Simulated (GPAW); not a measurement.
**MoS227 Mn2 d5p47: which magnetic order is lowest**

Wanted: the moments of MoS227 Mn2 d5p47 and the energy of each order that was tried.

Program: GPAW 26.7.0. Level of theory: PBE with U = 4 eV on Mn d; plane waves with GPAW's PAW setups, scalar-relativistic. Results are calculated unless marked as measured.

### 1. The starting structure

The cell holds 27 atoms: 2 Mn, 18 S and 7 Mo. Its edges and angles: a = 9.480 Å, b = 9.480 Å, c = 16.130 Å, α = 90.0°, β = 90.0°, γ = 120.0°. substitutional dopants on the host's measured lattice, atoms not relaxed. Vacuum lies along c.

### 2. Start 1: ferro ++

Parallel moments need no larger cell; this start tests for a ferromagnetic state only. A Hubbard U of customary size acts on the open shell; it was not fitted to this crystal.

Contents of order1.py:

```python
import json
import numpy as np
from ase import Atoms
from ase.parallel import paropen, parprint
from gpaw import GPAW

atoms = Atoms(['Mn', 'S', 'S', 'Mo', 'S', 'S', 'Mo', 'S', 'S', 'Mo', 'S', 'S', 'Mo', 'S', 'S', 'Mo', 'S', 'S', 'Mo', 'S', 'S', 'Mn', 'S', 'S', 'Mo', 'S', 'S'],
    cell=[[9.48, 0.0, 0.0],
         [-4.74, 8.209921, 0.0],
         [0.0, -0.0, 16.13]],
    scaled_positions=[[0.0, 0.0, 0.5],
         [0.222222, 0.111111, 0.597024],
         [0.222222, 0.111111, 0.402976],
         [0.0, 0.333333, 0.5],
         [0.222222, 0.444444, 0.597024],
         [0.222222, 0.444444, 0.402976],
         [0.0, 0.666667, 0.5],
         [0.222222, 0.777778, 0.597024],
         [0.222222, 0.777778, 0.402976],
         [0.333333, 0.0, 0.5],
         [0.555556, 0.111111, 0.597024],
         [0.555556, 0.111111, 0.402976],
         [0.333333, 0.333333, 0.5],
         [0.555556, 0.444444, 0.597024],
         [0.555556, 0.444444, 0.402976],
         [0.333333, 0.666667, 0.5],
         [0.555556, 0.777778, 0.597024],
         [0.555556, 0.777778, 0.402976],
         [0.666667, 0.0, 0.5],
         [0.888889, 0.111111, 0.597024],
         [0.888889, 0.111111, 0.402976],
         [0.666667, 0.333333, 0.5],
         [0.888889, 0.444444, 0.597024],
         [0.888889, 0.444444, 0.402976],
         [0.666667, 0.666667, 0.5],
         [0.888889, 0.777778, 0.597024],
         [0.888889, 0.777778, 0.402976]],
    pbc=True,
    magmoms=[4.5, 0.0, 0.0, 0.0, 0.0, 0.0, 0.0, 0.0, 0.0, 0.0, 0.0, 0.0, 0.0, 0.0, 0.0, 0.0, 0.0, 0.0, 0.0, 0.0, 0.0, 4.5, 0.0, 0.0, 0.0, 0.0, 0.0])
atoms.calc = GPAW(mode={'name': 'pw', 'ecut': 450},
    xc='PBE',
    kpts={'size': (4, 4, 1), 'gamma': True},
    occupations={'name': 'fermi-dirac', 'width': 0.05},
    convergence={'density': 1e-05, 'energy': 1e-05},
    maxiter=200,
    mixer={'name': 'pulay', 'beta': 0.05, 'nmaxold': 6, 'weight': 50},
    setups={'Mn': ':d,4.0'},
    symmetry={'tolerance': 1e-4},
    txt='order1.txt')
e = atoms.get_potential_energy(force_consistent=True)
res = {'free_energy': e, 'energy_sigma0': atoms.get_potential_energy(), 'fermi_energy': atoms.calc.get_fermi_level()}
res['moments'] = atoms.get_magnetic_moments().tolist()
res['total'] = atoms.get_magnetic_moment()
parprint('site moments (muB):', np.round(res['moments'], 3))
parprint(f"total moment: {res['total']:.3f} muB")
parprint(f'free energy: {e:.6f} eV')
atoms.calc.write('order1.gpw')
with paropen('results.json', 'w') as f:
    json.dump(res, f)
```

On the command line:

```sh
$ OMP_NUM_THREADS=1 mpirun -n 4 gpaw python order1.py > order1.log
```

Numbers of over 12 decimals in the logs are rounded to 6 here.

Output:

```text
site moments (muB): [ 3.596 -0.11  -0.11  -0.382 -0.011 -0.011 -0.382 -0.011 -0.011 -0.382
 -0.119 -0.119 -0.382 -0.119 -0.119 -0.005 -0.011 -0.011 -0.382 -0.11
 -0.11   3.587 -0.119 -0.119 -0.382 -0.11  -0.11 ]
total moment: 2.022 muB
free energy: -185.400995 eV

--- order1.txt ---
Input parameters:
  mode=PW(ecut=450),
  convergence={'density': 1e-05, 'energy': 1e-05},
  kpts=MonkhorstPack(size=(4, 4, 1), gamma=True),
  maxiter=200,
  mixer=Pulay(name='pulay', nmaxold=6, beta=0.05, weight=50, sigma=0.015, g_ss=None),
  occupations=Occupations(name='fermi-dirac', width=0.05),
  setups={'Mn': ':d,4.0'},
  symmetry=Symmetry(tolerance=0.0001),
  xc=XC(name='PBE')

Diagonalizing LCAO Hamiltonian
Converting LCAO to pw mode

               S      S       S
                 S       S      S
          Mo      Mo      Mo
                   S       S       S
             MoS    MoS     MnS
               MnS     MoS    MoS

                   S       S       S

Atoms  # Å, Bohr magnetons
|    | symbol |         x |        y |        z |    initial magnetic moments |
|----|--------|-----------|----------|----------|-----------------------------|
|  0 |     Mn |  0.000000 | 0.000000 | 8.065000 | ( 0.0000,  0.0000,  4.5000) |
|  1 |      S |  1.579998 | 0.912213 | 9.629997 | ( 0.0000,  0.0000,  0.0000) |
|  2 |      S |  1.579998 | 0.912213 | 6.500003 | ( 0.0000,  0.0000,  0.0000) |
|  3 |     Mo | -1.579998 | 2.736638 | 8.065000 | ( 0.0000,  0.0000,  0.0000) |
|  4 |      S | -0.000000 | 3.648850 | 9.629997 | ( 0.0000,  0.0000,  0.0000) |
|  5 |      S | -0.000000 | 3.648850 | 6.500003 | ( 0.0000,  0.0000,  0.0000) |
|  6 |     Mo | -3.160002 | 5.473283 | 8.065000 | ( 0.0000,  0.0000,  0.0000) |
|  7 |      S | -1.580003 | 6.385496 | 9.629997 | ( 0.0000,  0.0000,  0.0000) |
|  8 |      S | -1.580003 | 6.385496 | 6.500003 | ( 0.0000,  0.0000,  0.0000) |
|  9 |     Mo |  3.159997 | 0.000000 | 8.065000 | ( 0.0000,  0.0000,  0.0000) |
| 10 |      S |  4.740005 | 0.912213 | 9.629997 | ( 0.0000,  0.0000,  0.0000) |
| 11 |      S |  4.740005 | 0.912213 | 6.500003 | ( 0.0000,  0.0000,  0.0000) |
| 12 |     Mo |  1.579998 | 2.736638 | 8.065000 | ( 0.0000,  0.0000,  0.0000) |
| 13 |      S |  3.160006 | 3.648850 | 9.629997 | ( 0.0000,  0.0000,  0.0000) |
| 14 |      S |  3.160006 | 3.648850 | 6.500003 | ( 0.0000,  0.0000,  0.0000) |
| 15 |     Mo | -0.000005 | 5.473283 | 8.065000 | ( 0.0000,  0.0000,  0.0000) |
| 16 |      S |  1.580003 | 6.385496 | 9.629997 | ( 0.0000,  0.0000,  0.0000) |
| 17 |      S |  1.580003 | 6.385496 | 6.500003 | ( 0.0000,  0.0000,  0.0000) |
| 18 |     Mo |  6.320003 | 0.000000 | 8.065000 | ( 0.0000,  0.0000,  0.0000) |
| 19 |      S |  7.900002 | 0.912213 | 9.629997 | ( 0.0000,  0.0000,  0.0000) |
| 20 |      S |  7.900002 | 0.912213 | 6.500003 | ( 0.0000,  0.0000,  0.0000) |
| 21 |     Mn |  4.740005 | 2.736638 | 8.065000 | ( 0.0000,  0.0000,  4.5000) |
| 22 |      S |  6.320003 | 3.648850 | 9.629997 | ( 0.0000,  0.0000,  0.0000) |
| 23 |      S |  6.320003 | 3.648850 | 6.500003 | ( 0.0000,  0.0000,  0.0000) |
| 24 |     Mo |  3.160002 | 5.473283 | 8.065000 | ( 0.0000,  0.0000,  0.0000) |
| 25 |      S |  4.740000 | 6.385496 | 9.629997 | ( 0.0000,  0.0000,  0.0000) |
| 26 |      S |  4.740000 | 6.385496 | 6.500003 | ( 0.0000,  0.0000,  0.0000) |

Unit cell  # Å
| periodic |         x |         y |         z |   lengths |     angles |
|----------|-----------|-----------|-----------|-----------|------------|
|      yes |  9.480000 |  0.000000 |  0.000000 |  9.480000 |  90.000000 |
|      yes | -4.740000 |  8.209921 |  0.000000 |  9.480000 |  90.000000 |
|      yes |  0.000000 | -0.000000 | 16.130000 | 16.130000 | 119.999999 |

Number of symmetries: 12

BZ-sampling:
  Number of BZ points: 16
  Number of IBZ points: 4

  Monkhorst-Pack size: [4, 4, 1]
  Monkhorst-Pack shift: [0.125, 0.125, 0.0]

K-points  # in reciprocal-cell coordinates
|   |                                coordinates |     weight |
|---|--------------------------------------------|------------|
| 0 | (  0.00000000,   0.00000000,   0.00000000) | 0.06250000 |
| 1 | (  0.25000000,   0.00000000,   0.00000000) | 0.37500000 |
| 2 | (  0.50000000,   0.25000000,   0.00000000) | 0.37500000 |
| 3 | (  0.50000000,   0.50000000,   0.00000000) | 0.18750000 |

Plane wave coefficients: 27283
Cutoff: 450.000000 eV

Spin-components: 2 (collinear spins)
Bands:           151
Projectors:      144
Spin-degeneracy: 1
Datatype:        complex128

Parallelization:
  kpt:    4
  domain: 1
  band:   1

Density:
  Valence electrons: 236.0
  Components: 2
  Grid points: [48 48 80]
  Charge: 0.0  # |e|

Potential:
  Grid points: [48 48 80]

species:
  Mn:
    name:    Manganese
    Z:       25.0
    valence: 15
    core:    10
    charge:  0.0  # [|e|]
    Hubbard: {U: 4.0,  # eV
              l: 2,
              scale: True}
    compensation charges:
      type: gauss
      rc: 0.38  # [Å]
      lmax: 2
    cutoffs:
      filter: 2.14  # [Å]
      core: 0.86  # [Å]
    projectors
    | kind |    occ | energy [eV] | rcut [Å] |
    |------|--------|-------------|----------|
    |   3s |  2.000 |     -85.859 |    1.275 |
    |   4s |  2.000 |      -5.106 |    1.275 |
    |   3p |  6.000 |     -54.597 |    1.281 |
    |   4p |  0.000 |      -1.371 |    1.281 |
    |   3d |  5.000 |      -6.771 |    1.138 |
    |    d |        |      20.441 |    1.138 |

    Using partial waves for Mn as LCAO basis

  S:
    name:    Sulfur
    Z:       16.0
    valence: 6
    core:    10
    charge:  0.0  # [|e|]
    compensation charges:
      type: gauss
      rc: 0.24  # [Å]
      lmax: 2
    cutoffs:
      filter: 1.77  # [Å]
      core: 1.66  # [Å]
    projectors
    | kind |    occ | energy [eV] | rcut [Å] |
    |------|--------|-------------|----------|
    |   3s |  2.000 |     -17.254 |    0.974 |
    |   3p |  4.000 |      -7.008 |    0.979 |
    |    s |        |       9.957 |    0.974 |
    |    p |        |      20.203 |    0.979 |
    |    d |        |       0.000 |    0.900 |

    Using partial waves for S as LCAO basis

  Mo:
    name:    Molybdenum
    Z:       42.0
    valence: 14
    core:    28
    charge:  0.0  # [|e|]
    compensation charges:
      type: gauss
      rc: 0.38  # [Å]
      lmax: 2
    cutoffs:
      filter: 2.16  # [Å]
      core: 1.42  # [Å]
    projectors
    | kind |    occ | energy [eV] | rcut [Å] |
    |------|--------|-------------|----------|
    |   4s |  2.000 |     -64.307 |    1.238 |
    |   5s |  1.000 |      -4.084 |    1.238 |
    |   4p |  6.000 |     -38.491 |    1.296 |
    |   5p |  0.000 |      -1.044 |    1.296 |
    |   4d |  5.000 |      -3.754 |    1.296 |
    |    d |        |      23.458 |    1.296 |

    Using partial waves for Mo as LCAO basis

Reference energy: -1029403.842722  # eV

eigensolver:
  PPCG
  Converge bands: occupied
  niter=2

density mixing:
  Pulay-Mixer
  Linear mixing parameters: 0.05
  Old densities: 6
  Fourier metric: weight=50, sigma=0.015

occupation numbers:
  Fermi-Dirac:
    width: 0.0500  # eV

poisson solver:
  ecut: 3600.000000  # eV

xc functional:
  name: PBE with 2 nearest neighbor stencil

convergence criteria:
- Maximum integral of absolute [dens]ity change: 1e-05 electrons / valence electron
- Maximum [total energy] change in last 3 cyles: 1e-05 eV / valence electron
- Maximum integral of absolute [eigenst]ate change: 4e-08 eV^2 / valence electron
maximum number of iterations: 200

SCF iterations
|iter     |      energy | eigst |  dens |  magmom |
|---------|-------------|-------|-------|---------|
|iter:   1|       0s | -198.480298 | +0.63 |       |  +9.0080|
|iter:   2|      22s | -192.763294 | -0.35 | -0.91 |  +8.8764|
|iter:   3|      43s | -187.076082 | -0.65 | -1.02 |  +8.5359|
|iter:   4|      65s | -186.435158 | -1.76 | -1.15 |  +8.2390|
|iter:   5|      86s | -185.116168 | -0.94 | -1.18 |  +6.6604|
|iter:   6|     108s | -185.029480 | -1.88 | -1.40 |  +6.6114|
|iter:   7|     129s | -185.048908 | -2.00 | -1.42 |  +5.8186|
|iter:   8|     151s | -185.188184 | -2.23 | -1.54 |  +4.7567|
|iter:   9|     172s | -185.247089 | -2.97 | -1.70 |  +4.1158|
|iter:  10|     194s | -185.298040 | -2.66 | -1.82 |  +3.2245|
[... 20 iterations left out ...]
|iter:  31|     647s | -185.349950c| -6.99 | -4.34 |  +2.0202|
|iter:  32|     668s | -185.349945c| -7.07 | -4.38 |  +2.0200|
|iter:  33|     684s | -185.349945c| -7.32 | -4.51 |  +2.0200|
|iter:  34|     702s | -185.349943c| -7.42c| -4.52 |  +2.0202|
|iter:  35|     724s | -185.349938c| -7.45c| -4.58 |  +2.0211|
|iter:  36|     735s | -185.349934c| -7.60c| -4.78 |  +2.0215|
|iter:  37|     746s | -185.349933c| -7.66c| -4.89 |  +2.0216|
|iter:  38|     757s | -185.349933c| -7.73c| -4.94 |  +2.0217|
|iter:  39|     768s | -185.349930c| -7.76c| -4.96 |  +2.0220|
|iter:  40|     779s | -185.349928c| -7.76c| -5.12c|  +2.0222|

Converged in 40 steps
Energy contributions relative to reference atoms: (reference = -1029403.842722)

Energy contributions:
  Kinetic:          54.433624
  Coulomb:         -90.660267
  Zero:             -0.827945
  External:          0.000000
  Xc:             -148.244272
  Entropy:          -0.102134
  Spinorbit:         0.000000
  ----------------------------
  Free energy:    -185.400995
  Extrapolated:   -185.349928

dipole moment: (-14.053188, -98.304025, 0.000037)  # |e|*Ang

Total magnetic moment: (0.000000, 0.000000, 2.022180)

Local magnetic moments
|        x |        y |         z |
|----------|----------|-----------|
| 0.000000 | 0.000000 |  3.595854 |  # Mn   0
| 0.000000 | 0.000000 | -0.110486 |  # S    1
| 0.000000 | 0.000000 | -0.110486 |  # S    2
| 0.000000 | 0.000000 | -0.381965 |  # Mo   3
| 0.000000 | 0.000000 | -0.011018 |  # S    4
| 0.000000 | 0.000000 | -0.011018 |  # S    5
| 0.000000 | 0.000000 | -0.381965 |  # Mo   6
| 0.000000 | 0.000000 | -0.011018 |  # S    7
| 0.000000 | 0.000000 | -0.011018 |  # S    8
| 0.000000 | 0.000000 | -0.381965 |  # Mo   9
| 0.000000 | 0.000000 | -0.118709 |  # S   10
| 0.000000 | 0.000000 | -0.118709 |  # S   11
| 0.000000 | 0.000000 | -0.381965 |  # Mo  12
| 0.000000 | 0.000000 | -0.118709 |  # S   13
| 0.000000 | 0.000000 | -0.118709 |  # S   14
| 0.000000 | 0.000000 | -0.005426 |  # Mo  15
| 0.000000 | 0.000000 | -0.011018 |  # S   16
| 0.000000 | 0.000000 | -0.011018 |  # S   17
| 0.000000 | 0.000000 | -0.381965 |  # Mo  18
| 0.000000 | 0.000000 | -0.110486 |  # S   19
| 0.000000 | 0.000000 | -0.110486 |  # S   20
| 0.000000 | 0.000000 |  3.586728 |  # Mn  21
| 0.000000 | 0.000000 | -0.118709 |  # S   22
| 0.000000 | 0.000000 | -0.118709 |  # S   23
| 0.000000 | 0.000000 | -0.381965 |  # Mo  24
| 0.000000 | 0.000000 | -0.110486 |  # S   25
| 0.000000 | 0.000000 | -0.110486 |  # S   26

Fermi level: -0.351
Eigenvalues  # (at kpt = [0.000, 0.000, 0.000])
| band index |      eig [eV] | occ [0-1] |      eig [eV] | occ [0-1] |
|------------|---------------|-----------|---------------|-----------|
|          0 |       -81.690 |     1.000 |       -77.623 |     1.000 |
|        ... |               |           |               |           |
|        110 |        -2.094 |     1.000 |        -1.798 |     1.000 |
|        111 |        -2.057 |     1.000 |        -1.397 |     1.000 |
|        112 |        -2.025 |     1.000 |        -1.397 |     1.000 |
|        113 |        -2.025 |     1.000 |        -1.141 |     1.000 |
|        114 |        -1.605 |     1.000 |        -0.892 |     1.000 |
|        115 |        -1.500 |     1.000 |        -0.498 |     0.950 |
|        116 |        -1.500 |     1.000 |        -0.498 |     0.950 |
|        117 |        -0.391 |     0.688 |         0.616 |     0.000 |
|        118 |        -0.391 |     0.688 |         1.123 |     0.000 |
|        119 |        -0.285 |     0.209 |         1.132 |     0.000 |
|        120 |        -0.024 |     0.001 |         1.203 |     0.000 |
|        121 |        -0.002 |     0.001 |         1.203 |     0.000 |
|        122 |        -0.002 |     0.001 |         1.209 |     0.000 |
|        123 |         0.081 |     0.000 |         1.243 |     0.000 |
|        124 |         0.081 |     0.000 |         1.243 |     0.000 |
|        125 |         0.504 |     0.000 |         1.592 |     0.000 |
|        ... |               |           |               |           |
|        150 |         3.289 |     0.000 |         3.311 |     0.000 |

No gap
No difference between direct/indirect transitions
```

Elapsed: 14 min, on 4 MPI ranks of Arm Neoverse V2, shared host; peak memory 3.6 GiB.

Spin moment in the augmentation sphere by element, in μB:

```
element  atoms   mean  spread (r.m.s.)  least  largest
     Mn      2   3.59             0.00   3.59     3.60
      S     18  -0.08             0.05  -0.12    -0.01
     Mo      7  -0.33             0.13  -0.38    -0.01
```

The atoms farthest from the mean of their element:

```
atom        x, y, z (Å)  spin moment in the augmentation sphere (μB)
Mo16   0.00, 5.47, 8.06                                        -0.01
  S6   0.00, 3.65, 6.50                                        -0.01
  S5   0.00, 3.65, 9.63                                        -0.01
  S8  -1.58, 6.39, 9.63                                        -0.01
  S9  -1.58, 6.39, 6.50                                        -0.01
 S17   1.58, 6.39, 9.63                                        -0.01
 S18   1.58, 6.39, 6.50                                        -0.01
Mo13   1.58, 2.74, 8.06                                        -0.38
```

This step gave:

```yaml
magnetization: 2.022 μB
final_state: ferromagnetic
```

After 40 cycles the largest moment stands at 3.60 μB.

[end of part 1 of 2]

[Logs and program files are shortened in this print: banners, set-up blocks, solver, clock and traceback lines can be left out without a mark of their own.]

[Logs are printed without paths, hosts, clocks, repeated set-up lines and the standing remarks that a program may print on its own settings, such as how far it seeks lower states.]

[Hosts, paths, dates, database ids (printed as entryN), source tags and the programs' standing remarks are cut or masked in the printed files.]

[Where a cell is said to come from a database of computed structures, the database is the Materials Project.]

[Lattice constants of own cells that a recipe calls measured were typed without a cited source.]
